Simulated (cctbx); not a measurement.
**Diagnosing a refinement**

Cell a = 9.8060 Å, b = 9.8060 Å, c = 6.1820 Å, α = 90.00°, β = 90.00°, γ = 120.00°; space group P6_3 (no. 173).

Simulated single-crystal data (cctbx): Ag Kα, λ = 0.56087 Å, to d = 0.65 Å, 95 % of the full sphere, strongest reflection 70000 counts, noise from counting, a 3 % proportional error and a noise floor of 4 counts (s.d.); no absorption.

An anisotropic refinement with weights 1/σ² prints:

```text
Rint 0.024, 1305 unique reflections to 0.65 A
cycle     R1     wR2    GooF  max shift (A)
   1  0.1716  0.4814  26.583   0.05638
   3  0.1624  0.4264  23.545   0.00035
final R1 0.1624 wR2 0.4264 GooF 23.544  parameters 27  data/parameter 48.3
atom        x        y        z      Ueq    occ   su(xyz)  su(Uiso or U11)
Sm1    0.15668  0.78418  0.67019   0.0017  1.000  0.00040  0.0007  NPD
Ru1    0.00000  0.00000  0.99312  -0.0007  1.000  0.00085  0.0012  NPD
Ga1    0.66667  0.33333  0.59598   0.0041  1.000  0.00107  0.0018  NPD
S1     0.66667  0.33333  0.97675   0.0014  1.000  0.00193  0.0034  NPD
S2     0.43785  0.92391  0.94432   0.0066  1.000  0.00130  0.0042  NPD
difference map: max 51.68 min -8.04 rms 2.84
Q1    0.0962  0.8744  0.2524    6   52.04  2.40 A from Ru1
Q2    0.1512  0.7783  0.6708    6   49.14  0.06 A from Sm1
Q3    0.0000  0.0000  0.9969    2   25.62  0.02 A from Ru1
Q4    0.0970  0.8734  0.0921    6   23.70  2.00 A from Ru1
Q5    0.3333  0.6667  0.1078    2   23.09  0.07 A from Ga1
Q6    0.0899  0.5267  0.9310    6   16.51  0.15 A from S2
```

Q: Accept it or mend it, and why?

Mend it. The fault: an atom left out, S at (0.8754, 0.7785, 0.7539). Against the right model at the same level, R1 goes from 0.0063 to 0.1624 and GooF from 0.91 to 23.54, U of Ru1 shrinks from 0.0030 to -0.0007 Å², U of Sm1 shrinks from 0.0041 to 0.0017 Å², the top difference peak, 52.0 e/Å³, lies 2.40 Å from Ru1 and Sm1, Ru1, Ga1, S1 and S2 go non-positive-definite. Q1 is the missing atom. With scattering power missing, scale and phases suffer, so peaks may also grow on the heavy atoms.

The compound is Sm3GaRuS7. The right model at the same level gives:

```text
Rint 0.024, 1305 unique reflections to 0.65 A
cycle     R1     wR2    GooF  max shift (A)
   1  0.0159  0.0529   2.934   0.00279
   2  0.0063  0.0165   0.914   0.00001
final R1 0.0063 wR2 0.0165 GooF 0.914  parameters 36  data/parameter 36.2
atom        x        y        z      Ueq    occ   su(xyz)  su(Uiso or U11)
Sm1    0.15590  0.78350  0.67044   0.0041  1.000  0.00002  0.0000
Ru1    0.00000  0.00000  0.99229   0.0030  1.000  0.00003  0.0000
Ga1    0.66667  0.33333  0.59869   0.0054  1.000  0.00004  0.0001
S1     0.87539  0.77848  0.75006   0.0065  1.000  0.00006  0.0001
S2     0.66667  0.33333  0.97352   0.0053  1.000  0.00009  0.0001
S3     0.43740  0.91872  0.93971   0.0053  1.000  0.00005  0.0001
Flack x: -0.004(7)
Hooft y: 0.000(8)  Bijvoet pairs: 601
difference map: max 0.30 min -0.27 rms 0.07
Q1    0.3333  0.6667  0.6778    2    0.31  1.26 A from S2
Q2    0.0614  0.5430  0.1717    6    0.28  1.48 A from S3
Q3    0.0629  0.6512  0.7347    6    0.27  1.22 A from Sm1
Q4    0.1468  0.4501  0.1756    6    0.27  1.85 A from S3
Q5    0.0406  0.6838  0.5881    6    0.26  1.18 A from Sm1
Q6    0.1040  0.4755  0.5627    6    0.25  1.95 A from Sm1
```

Isotropic U is held between 0.0001 and 1 Å² by the program, and listed peak heights are interpolated, so they can pass the grid's maximum.

This is a model crystal, built by substitution and not relaxed, with assumed displacement parameters.

[Middle refinement cycles are left out of these outputs.]

[Logs are printed without paths, hosts, clocks, repeated set-up lines and the standing remarks that a program may print on its own settings, such as how far it seeks lower states.]
